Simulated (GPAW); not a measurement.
# free-standing triangular Rh monolayer, spacing 2.74 A: a ladder in the k mesh, part 2 of 2

Aim: see how far moments and order energies of free-standing triangular Rh monolayer, spacing 2.74 A move with the k mesh, and what each rung costs.

GPAW 26.7.0; LDA; plane waves with GPAW's PAW setups, scalar-relativistic.

So far, largest spin moment in the augmentation sphere (μB): step 2 (rung 1 (mesh 4×4×1), start ferro +) 1.40; step 5 (rung 2 (mesh 6×3×1), start antiferro q=(0,1/2,0) +-) 0.459; step 6 (rung 3 (mesh 8×8×1), start ferro +) 1.21; step 7 (rung 3 (mesh 8×4×1), start antiferro q=(0,1/2,0) +-) 0.391; step 8 (rung 4 (mesh 10×10×1), start ferro +) 1.30.

## (9) Rung 4 (mesh 10×5×1), start antiferro q=(0,1/2,0) +-

File order2.py:

```python
import json
import numpy as np
from ase import Atoms
from ase.parallel import paropen, parprint
from gpaw import GPAW

atoms = Atoms(['Rh', 'Rh'],
    cell=[[2.74, 0.0, 0.0],
         [-2.74, 4.74582, 0.0],
         [0.0, 0.0, 14.0]],
    scaled_positions=[[0.0, 0.0, 0.5],
         [0.0, 0.5, 0.5]],
    pbc=True,
    magmoms=[1.0, -1.0])
atoms.calc = GPAW(mode={'name': 'pw', 'ecut': 550},
    xc='LDA',
    kpts={'size': (10, 5, 1), 'gamma': True},
    occupations={'name': 'fermi-dirac', 'width': 0.05},
    convergence={'density': 1e-05, 'energy': 1e-05},
    maxiter=200,
    mixer={'name': 'pulay', 'beta': 0.05, 'nmaxold': 3, 'weight': 1},
    symmetry={'tolerance': 1e-4},
    txt='order2.txt')
e = atoms.get_potential_energy(force_consistent=True)
res = {'free_energy': e, 'energy_sigma0': atoms.get_potential_energy(), 'fermi_energy': atoms.calc.get_fermi_level()}
res['moments'] = atoms.get_magnetic_moments().tolist()
res['total'] = atoms.get_magnetic_moment()
parprint('site moments (muB):', np.round(res['moments'], 3))
parprint(f"total moment: {res['total']:.3f} muB")
parprint(f'free energy: {e:.6f} eV')
atoms.calc.write('order2.gpw')
with paropen('results.json', 'w') as f:
    json.dump(res, f)
```

On the command line:

```sh
$ OMP_NUM_THREADS=1 python3 order2.py > order2.log
```

Log:

```text
site moments (muB): [ 0.603 -0.603]
total moment: 0.000 muB
free energy: -12.511442 eV

--- order2.txt ---
Input parameters:
  mode=PW(ecut=550),
  convergence={'density': 1e-05, 'energy': 1e-05},
  kpts=MonkhorstPack(size=(10, 5, 1), gamma=True),
  maxiter=200,
  mixer=Pulay(name='pulay', nmaxold=3, beta=0.05, weight=1, sigma=0.015, g_ss=None),
  occupations=Occupations(name='fermi-dirac', width=0.05),
[...]
|          8 |        -5.983 |     1.000 |        -5.983 |     1.000 |
|          9 |        -5.291 |     1.000 |        -5.291 |     1.000 |
[...]
|         18 |        -0.148 |     0.000 |        -0.148 |     0.000 |
|         19 |         2.275 |     0.000 |         2.275 |     0.000 |
|         20 |         3.290 |     0.000 |         3.290 |     0.000 |
|         21 |         3.875 |     0.000 |         3.875 |     0.000 |

No gap
No difference between direct/indirect transitions


[key lines of the parts left out:]
Free energy:     -12.511442
Converged in 48 steps
dipole moment: (-8.232294, -14.258752, 0.000003)  # |e|*Ang
Fermi level: -3.488
```

It took 3.6 min on 1 MPI rank of Intel Xeon Platinum 8488C (Sapphire Rapids), shared host; peak memory 0.3 GiB.

Numbers from this step:

| Item | Value |
| --- | --- |
| magnetization | 0 μB |
| final state | antiferromagnetic |
| largest moment | 0.6028 μB |

This start lies +81.2 meV a seeded atom from the first, a change of +30.1 meV since rung 3; its largest moment is 0.603 μB.

## (10) Rung 5 (mesh 16×16×1), start ferro +

File order1.py:

```python
import json
import numpy as np
from ase import Atoms
from ase.parallel import paropen, parprint
from gpaw import GPAW

atoms = Atoms(['Rh'],
    cell=[[2.74, 0.0, 0.0],
         [-1.37, 2.37291, 0.0],
         [0.0, 0.0, 14.0]],
    scaled_positions=[[0.0, 0.0, 0.5]],
    pbc=True,
    magmoms=[1.0])
atoms.calc = GPAW(mode={'name': 'pw', 'ecut': 550},
    xc='LDA',
    kpts={'size': (16, 16, 1), 'gamma': True},
    occupations={'name': 'fermi-dirac', 'width': 0.05},
    convergence={'density': 1e-05, 'energy': 1e-05},
    maxiter=200,
    mixer={'name': 'pulay', 'beta': 0.05, 'nmaxold': 3, 'weight': 1},
    symmetry={'tolerance': 1e-4},
    txt='order1.txt')
e = atoms.get_potential_energy(force_consistent=True)
res = {'free_energy': e, 'energy_sigma0': atoms.get_potential_energy(), 'fermi_energy': atoms.calc.get_fermi_level()}
res['moments'] = atoms.get_magnetic_moments().tolist()
res['total'] = atoms.get_magnetic_moment()
parprint('site moments (muB):', np.round(res['moments'], 3))
parprint(f"total moment: {res['total']:.3f} muB")
parprint(f'free energy: {e:.6f} eV')
atoms.calc.write('order1.gpw')
with paropen('results.json', 'w') as f:
    json.dump(res, f)
```

On the command line:

```sh
$ OMP_NUM_THREADS=1 python3 order1.py > order1.log
```

Log:

```text
site moments (muB): [1.183]
total moment: 1.291 muB
free energy: -6.342238 eV

--- order1.txt ---
Input parameters:
  mode=PW(ecut=550),
  convergence={'density': 1e-05, 'energy': 1e-05},
  kpts=MonkhorstPack(size=(16, 16, 1), gamma=True),
  maxiter=200,
  mixer=Pulay(name='pulay', nmaxold=3, beta=0.05, weight=1, sigma=0.015, g_ss=None),
  occupations=Occupations(name='fermi-dirac', width=0.05),
[...]
|          3 |        -8.303 |     1.000 |        -7.943 |     1.000 |
|          4 |        -5.428 |     1.000 |        -4.820 |     1.000 |
[...]
|          8 |        -3.540 |     0.977 |        -2.603 |     0.000 |
|          9 |        -1.731 |     0.000 |        -1.484 |     0.000 |
|         10 |         2.234 |     0.000 |         2.274 |     0.000 |
|         11 |         3.257 |     0.000 |         3.291 |     0.000 |

No gap
No difference between direct/indirect transitions


[key lines of the parts left out:]
Free energy:      -6.342238
Converged in 36 steps
dipole moment: (-4.116523, -7.130028, -0.000000)  # |e|*Ang
Fermi level: -3.352
```

The job ended after 54 s (1 MPI rank; peak memory 0.19 GiB).

This step gave:

```yaml
magnetization: 1.291 μB
final_state: ferromagnetic
largest_moment: 1.183 μB
```

The largest moment moves by -0.11 μB from rung 4, at 1.5 times its CPU time.

## (11) Rung 5 (mesh 16×8×1), start antiferro q=(0,1/2,0) +-

order2.py is the script of step 9 with these lines changed:

```diff
@@ -16,3 +16,3 @@
     xc='LDA',
-    kpts={'size': (10, 5, 1), 'gamma': True},
+    kpts={'size': (16, 8, 1), 'gamma': True},
     occupations={'name': 'fermi-dirac', 'width': 0.05},
```

On the command line:

```sh
$ OMP_NUM_THREADS=1 python3 order2.py > order2.log
```

Log:

```text
site moments (muB): [ 0.561 -0.561]
total moment: 0.000 muB
free energy: -12.555374 eV

--- order2.txt ---
Input parameters:
  mode=PW(ecut=550),
  convergence={'density': 1e-05, 'energy': 1e-05},
  kpts=MonkhorstPack(size=(16, 8, 1), gamma=True),
  maxiter=200,
  mixer=Pulay(name='pulay', nmaxold=3, beta=0.05, weight=1, sigma=0.015, g_ss=None),
  occupations=Occupations(name='fermi-dirac', width=0.05),
[...]
|          8 |        -5.970 |     1.000 |        -5.970 |     1.000 |
|          9 |        -5.246 |     1.000 |        -5.246 |     1.000 |
[...]
|         18 |        -0.130 |     0.000 |        -0.130 |     0.000 |
|         19 |         2.272 |     0.000 |         2.272 |     0.000 |
|         20 |         3.288 |     0.000 |         3.288 |     0.000 |
|         21 |         3.873 |     0.000 |         3.873 |     0.000 |

No gap
No difference between direct/indirect transitions


[key lines of the parts left out:]
Free energy:     -12.555374
Converged in 63 steps
dipole moment: (-8.228759, -14.252630, 0.000003)  # |e|*Ang
Fermi level: -3.486
```

It took 11 min on 1 MPI rank; peak memory 0.5 GiB.

Numbers from this step:

```
magnetization  : 0 μB
final state    : antiferromagnetic
largest moment : 0.5606 μB
```

This start lies +64.6 meV a seeded atom from the first, a change of -16.6 meV since rung 4; its largest moment is 0.561 μB.

## (12) Side by side

Ladder, by row:

```tsv
rung	mesh	state from the first start	state from the second start	second less first (meV a seeded atom)	moment, first (μB)	moment, second (μB)	CPU time (s)
1	4x4x1	ferromagnetic	antiferromagnetic	128	1.405	0.882	66.14
2	6x6x1	ferromagnetic	antiferromagnetic	42.07	1.083	0.4587	80.99
3	8x8x1	ferromagnetic	antiferromagnetic	51.11	1.206	0.3914	406.9
4	10x10x1	ferromagnetic	antiferromagnetic	81.16	1.296	0.6028	253.6
5	16x16x1	ferromagnetic	antiferromagnetic	64.55	1.183	0.5606	701.5
```

## (13) Results

```
range of the moment in the table, first start : 1.08 to 1.40 μB
range of CPU time                             : 66 s to 12 min
range of the energy difference                : 42.1 to 128 meV a seeded atom
```

Only the last rung can serve as the reference, and the rung before it is still 17 meV away, so convergence is not shown. The first start ends lower on every rung of the table; whether functional and cell give the true order is another question.

[Logs and program files are shortened in this print: banners, set-up blocks, solver, clock and traceback lines can be left out without a mark of their own.]

[Logs are printed without paths, hosts, clocks, repeated set-up lines and the standing remarks that a program may print on its own settings, such as how far it seeks lower states.]

[Hosts, paths, dates, database ids (printed as entryN), source tags and the programs' standing remarks are cut or masked in the printed files.]

[Where a cell is said to come from a database of computed structures, the database is the Materials Project.]
